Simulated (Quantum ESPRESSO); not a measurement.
# O K ELNES/XANES of CSO (Cm) from DFT, part 4 of 4

What does one-electron theory with a core hole give for the O K edge of CSO (Cm)?

Quantum ESPRESSO 7.5; X-ray absorption near-edge structure, plane-wave PAW LDA, one-electron final states by a Lanczos continued fraction.

So far. Step 8 (Spectrum with FCH, O atom 2): The hole costs E(hole) − E(ground) = 536.25 eV, and the lowest empty level of the hole cell lies at 0.17 eV, which puts the zero at 536.42 eV. One term is added: -8.83 eV, since the hole is spin-paired here and a spin-polarised one costs that much less in the free atom (computed apart). The photon energy is then 527.59 eV.

**12. Cell without a hole, the energy reference**

Level of this step: plane-wave PAW DFT, LDA, scalar-relativistic, self-consistent field (Quantum ESPRESSO).

The cell and mesh change for the next run, so it gets a reference energy of its own.

scf.in

```
&control
   calculation='scf', prefix='x', pseudo_dir='../pp', outdir='tmp', tprnfor=.true.
/
&system
   ibrav=0, nat=3, ntyp=3, nbnd=12
   ecutwfc=50, ecutrho=400
   occupations='fixed'
/
&electrons
   conv_thr=3.0e-08, electron_maxstep=120
   mixing_beta=0.5
/
ATOMIC_SPECIES
S 1.0 S.lda-nl-kjpaw.UPF
O 1.0 O.lda-n-kjpaw.UPF
C 1.0 C.lda-n-kjpaw.UPF
CELL_PARAMETERS angstrom
  -0.93099000 0.00000000 4.14162300
  2.60071600 -3.62786100 0.00000000
  2.60071600 3.62786100 0.00000000
ATOMIC_POSITIONS crystal
S    0.99850500 0.31168200 0.31168200
O    0.43642900 0.78374200 0.78374200
C    0.24834500 0.58038700 0.58038700
K_POINTS automatic
4 4 4 0 0 0
```

Command:

```console
$ OMP_NUM_THREADS=1 mpirun --oversubscribe --bind-to none -np 4 pw.x -nk 4 -in scf.in > scf.out
```

The program printed:

```text
     [... banner and references ...]
[banner, memory and clock lines left out]
using ibrav=0 with symmetry is DISCOURAGED, use correct ibrav instead

     G-vector sticks info

     bravais-lattice index     =            0
     lattice parameter (alat)  =       8.0218  a.u.
     unit-cell volume          =     527.4007 (a.u.)^3
     number of atoms/cell      =            3
     number of atomic types    =            3
     number of electrons       =        16.00
[...]
one-center paw contrib.   =     -58.04907589 Ry

     convergence has been achieved in  10 iterations

     negative rho (up, down):  6.952E-04 0.000E+00

     Forces acting on atoms (cartesian axes, Ry/au):

     atom    1 type  1   force =     0.00488621   -0.00000000    0.00428961
     atom    2 type  2   force =    -0.02817933    0.00000000   -0.02450563
     atom    3 type  3   force =     0.02329313   -0.00000000    0.02021603

     Total force =     0.048869     Total SCF correction =     0.000105

     XML data file, charge density, pseudopotentials, collected wavefunctions
[key lines of the parts left out:]
!    total energy              =    -122.27720716 Ry
```

Run time: 4.9 s. Hardware: 4 MPI ranks of Arm Neoverse V2, shared host; peak memory 0.09 GiB; 19 s of CPU time.

**13. Cell with FCH, O atom 2**

A smaller cell brings the holes closer; here they are 4.2 Å apart.

Changed against the first core-hole run: supercell atoms from 9 to 3.

scf.in: that of step 12 with these lines changed.

```diff
@@ -7,2 +7,3 @@
    occupations='fixed'
+   tot_charge=1
 /
@@ -14,3 +15,3 @@
 S 1.0 S.lda-nl-kjpaw.UPF
-O 1.0 O.lda-n-kjpaw.UPF
+O0 1.0 O.lda-n-kjpaw-1sch.UPF
 C 1.0 C.lda-n-kjpaw.UPF
@@ -22,3 +23,3 @@
 S    0.99850500 0.31168200 0.31168200
-O    0.43642900 0.78374200 0.78374200
+O0   0.43642900 0.78374200 0.78374200
 C    0.24834500 0.58038700 0.58038700
```

The program printed:

```text
     [... banner and references ...]
[banner, memory and clock lines left out]
using ibrav=0 with symmetry is DISCOURAGED, use correct ibrav instead

     G-vector sticks info

     bravais-lattice index     =            0
     lattice parameter (alat)  =       8.0218  a.u.
     unit-cell volume          =     527.4007 (a.u.)^3
     number of atoms/cell      =            3
     number of atomic types    =            3
     number of electrons       =        16.00
[...]
one-center paw contrib.   =     -53.18825533 Ry

     convergence has been achieved in   9 iterations

     negative rho (up, down):  1.734E-03 0.000E+00

     Forces acting on atoms (cartesian axes, Ry/au):

     atom    1 type  1   force =     0.09831455   -0.00000000    0.08705241
     atom    2 type  2   force =     0.10109904   -0.00000000    0.08899098
     atom    3 type  3   force =    -0.19941359   -0.00000000   -0.17604339

     Total force =     0.325793     Total SCF correction =     0.000295

     XML data file, charge density, pseudopotentials, collected wavefunctions
[key lines of the parts left out:]
!    total energy              =    -132.65900916 Ry
```

Wall time 4 s (4 MPI ranks); peak memory 0.09 GiB; 16 s of CPU time.

**14. Spectrum with FCH, O atom 2**

Changed against the first core-hole run: supercell atoms from 9 to 3.

xspectra.in

```
&input_xspectra
   calculation='xanes_dipole', edge='K'
   prefix='x', outdir='tmp', xiabs=2, xe0=-0.9024
   xonly_plot=.false., x_save_file='xanes.sav'
   xniter=3000, xcheck_conv=20, xerror=0.005
   xcoordcrys=.false., xepsilon(1)=1, xepsilon(2)=0, xepsilon(3)=0
/
&plot
   xnepoint=413, xemin=-10, xemax=45, terminator=.true., cut_occ_states=.true.
   xgamma=0.4
/
&pseudos
   filecore='../O.wfc'
/
&cut_occ
   cut_desmooth=0.1, cut_stepl=0.05, cut_stepu=0.05, cut_ierror=1e-5
/
6 6 6 0 0 0
```

Command:

```console
$ OMP_NUM_THREADS=1 mpirun --oversubscribe --bind-to none -np 4 xspectra.x -nk 4 -in xspectra.in > xspectra.out
```

The program printed:

```text
     [... banner and references ...]
Reading input_file

     calculation: xanes_dipole

     xepsilon  [cartesian coordinates]:   1.000000   0.000000   0.000000

     xonly_plot: FALSE
        => complete calculation: Lanczos + spectrum plot

     filecore (core-wavefunction file): ../O.wfc

     main plot parameters:
        cut_occ_states: TRUE
        gamma_mode:  constant
        -> using xgamma [eV]:  0.40
        xemin [eV]: -10.00
        xemax [eV]:  45.00
        xnepoint:  413
        xe0 [eV]:  -0.902400 (energy zero read in input file)

[...]
Results of STEP 1 successfully written in x_save_file
     x_save_file name:
     ->  xanes.sav
     x_save_file version:  2

     ... End STEP 1 ...

     ... Begin STEP 2 ...

     The spectrum is calculated using the following parameters:
        xe0 [eV]:   -0.9024
        the occupied states are elimintate from the spectrum
        xemin [eV]: -10.00
        xemax [eV]:  45.00
        xnepoint:  413
        constant broadening parameter [eV]:    0.400
        Core level energy [eV]:  -543.1
         (from electron binding energy of neutral atoms in X-ray data booklet)

     Cross-section successfully written in xanes.dat

     ... End STEP 2 ...

                                END JOB XSpectra
```

Elapsed: 86 s, on 4 MPI ranks; peak memory 0.08 GiB.

These settings depart from the first run's and aren't meant as converged.

The scaled spectrum changes by 23 % r.m.s. A shift of +0.2 eV leaves 13 %. The highest intensity below 16 eV goes from 0.1 eV (5.05) to 0.3 eV (4.72).

| E (eV) | first run | this run |
| --- | --- | --- |
| -2.0 | 0.20 | 0.18 |
| -0.5 | 1.67 | 1.15 |
| 1.0 | 0.94 | 1.33 |
| 2.5 | 1.26 | 0.91 |
| 4.0 | 0.48 | 0.53 |
| 5.5 | 0.42 | 0.43 |
| 7.0 | 0.95 | 0.78 |
| 8.5 | 0.68 | 0.65 |
| 10.0 | 1.23 | 1.09 |
| 11.5 | 1.15 | 0.96 |
| 13.0 | 1.13 | 1.33 |
| 14.5 | 1.20 | 0.93 |
| 16.0 | 0.90 | 1.07 |
| 17.5 | 1.04 | 0.92 |
| 19.0 | 0.73 | 0.85 |
| 20.5 | 0.86 | 0.75 |
| 22.0 | 0.75 | 0.78 |
| 23.5 | 0.78 | 0.68 |
| 25.0 | 0.74 | 0.69 |
| 26.5 | 0.76 | 0.75 |
| 28.0 | 0.82 | 0.86 |
| 29.5 | 0.89 | 0.85 |
| 31.0 | 0.70 | 0.62 |

**15. What the core hole does**

Both curves are counted from their own zero, so only the shift of weight within the empty states shows.

| E (eV) | no hole | FCH |
| --- | --- | --- |
| -2.0 | 0.19 | 0.20 |
| -1.0 | 0.52 | 0.79 |
| 0.0 | 3.39 | 4.72 |
| 1.0 | 2.31 | 0.94 |
| 2.0 | 0.74 | 0.70 |
| 3.0 | 0.76 | 1.33 |
| 4.0 | 0.73 | 0.48 |
| 5.0 | 0.75 | 0.34 |
| 6.0 | 0.58 | 0.51 |
| 7.0 | 0.49 | 0.95 |
| 8.0 | 0.69 | 0.95 |
| 9.0 | 0.74 | 0.68 |
| 10.0 | 0.80 | 1.23 |
| 11.0 | 0.91 | 1.09 |
| 12.0 | 1.14 | 1.07 |
| 13.0 | 1.01 | 1.13 |
| 14.0 | 0.84 | 1.22 |
| 15.0 | 0.98 | 1.11 |
| 16.0 | 0.88 | 0.90 |
| 17.0 | 0.80 | 1.06 |
| 18.0 | 0.79 | 0.94 |
| 19.0 | 0.80 | 0.73 |
| 20.0 | 0.82 | 0.83 |
| 21.0 | 0.83 | 0.80 |
| 22.0 | 0.80 | 0.75 |
| 23.0 | 0.72 | 0.74 |
| 24.0 | 0.66 | 0.76 |
| 25.0 | 0.68 | 0.74 |
| 26.0 | 0.70 | 0.72 |
| 27.0 | 0.81 | 0.81 |
| 28.0 | 0.86 | 0.82 |
| 29.0 | 0.83 | 0.92 |
| 30.0 | 0.76 | 0.83 |
| 31.0 | 0.68 | 0.70 |
| 32.0 | 0.64 | 0.59 |

With each curve scaled to its own mean, the area from −2 to 6 eV with the hole is 8.9 against 10.0, and the centre of weight from −1 to 20 eV moves by +0.6 eV (first and strongest maxima below 20 eV: 0.4 eV (5.06), 12.4 eV (1.28) and 14.8 eV (0.99) without the hole, 0.1 eV (5.05), 2.8 eV (1.40) and 10.2 eV (1.30) with it): the weight at the onset falls, probably as the absorber's own filled states drop away from the neighbours' empty ones and mix less with them. The hole also narrows the gap from 4.8 to 1.7 eV by pulling down the level that sets the zero, so features seem to sit higher above it.

**16. Outcome**

```json
{
  "absorber and edge": "O K, atom 2 of the ground-state input (counted from 1)",
  "surroundings": "1 C at 1.18 Å (terminal, site symmetry m)",
  "highest intensity below 16 eV": "0.1 eV above the zero, height 5.05",
  "photon energy of the zero, with the added terms": "527.6 eV (raw 536.4 eV; LDA puts this hole about 4 eV below PBE, itself good to a few eV)"
}
```

**Reading.** The O K edge of atom 2, with 1 C at 1.18 Å (terminal, site symmetry m), has its highest intensity of the first 16 eV at 0.1 eV above the zero, near 528 eV in photon energy (LDA puts this hole about 4 eV below PBE, itself good to a few eV), 5.0 times the mean level of the first 20 eV (Lorentzian half width 0.4 eV). With each curve scaled to its own mean, the area from −2 to 6 eV with the hole is 8.9 against 10.0, and the centre of weight from −1 to 20 eV moves by +0.6 eV (first and strongest maxima below 20 eV: 0.4 eV (5.06), 12.4 eV (1.28) and 14.8 eV (0.99) without the hole, 0.1 eV (5.05), 2.8 eV (1.40) and 10.2 eV (1.30) with it): the weight at the onset falls, probably as the absorber's own filled states drop away from the neighbours' empty ones and mix less with them. The hole also narrows the gap from 4.8 to 1.7 eV by pulling down the level that sets the zero, so features seem to sit higher above it. The neutral-cell energy lies +1.1 eV from the charged-cell zero, a gap made of the charged-cell error and of where the added electron settles. A cell with holes 4.2 Å apart changes the curve by 23 % r.m.s. (13 % after the best shift). At the O K edge of atom 2 polarisation matters most near 0.1 eV, where the curves differ by 4.1 on this scale. The holes are only 5.9 Å apart, so the shape is probably not converged with cell size; no larger cell was run here. The structure is a computed Materials Project entry and may be a hypothetical form.

[Banner, clock and machine lines of the logs are left out without a mark of their own.]

[Logs are printed without paths, hosts, clocks, repeated set-up lines and the standing remarks that a program may print on its own settings, such as how far it seeks lower states.]

[Hosts, paths, dates, database ids (printed as entryN), source tags and the programs' standing remarks are cut or masked in the printed files.]

[Lists of maxima count a maximum above −3 eV only where it reaches 4 % of the highest in the window and stands out from its surroundings by 2 % of it (1.5 % where it reaches 55 %); shoulders and weaker maxima are passed over, and of the rest the first, up to two pre-edge ones and the few strongest are named.]
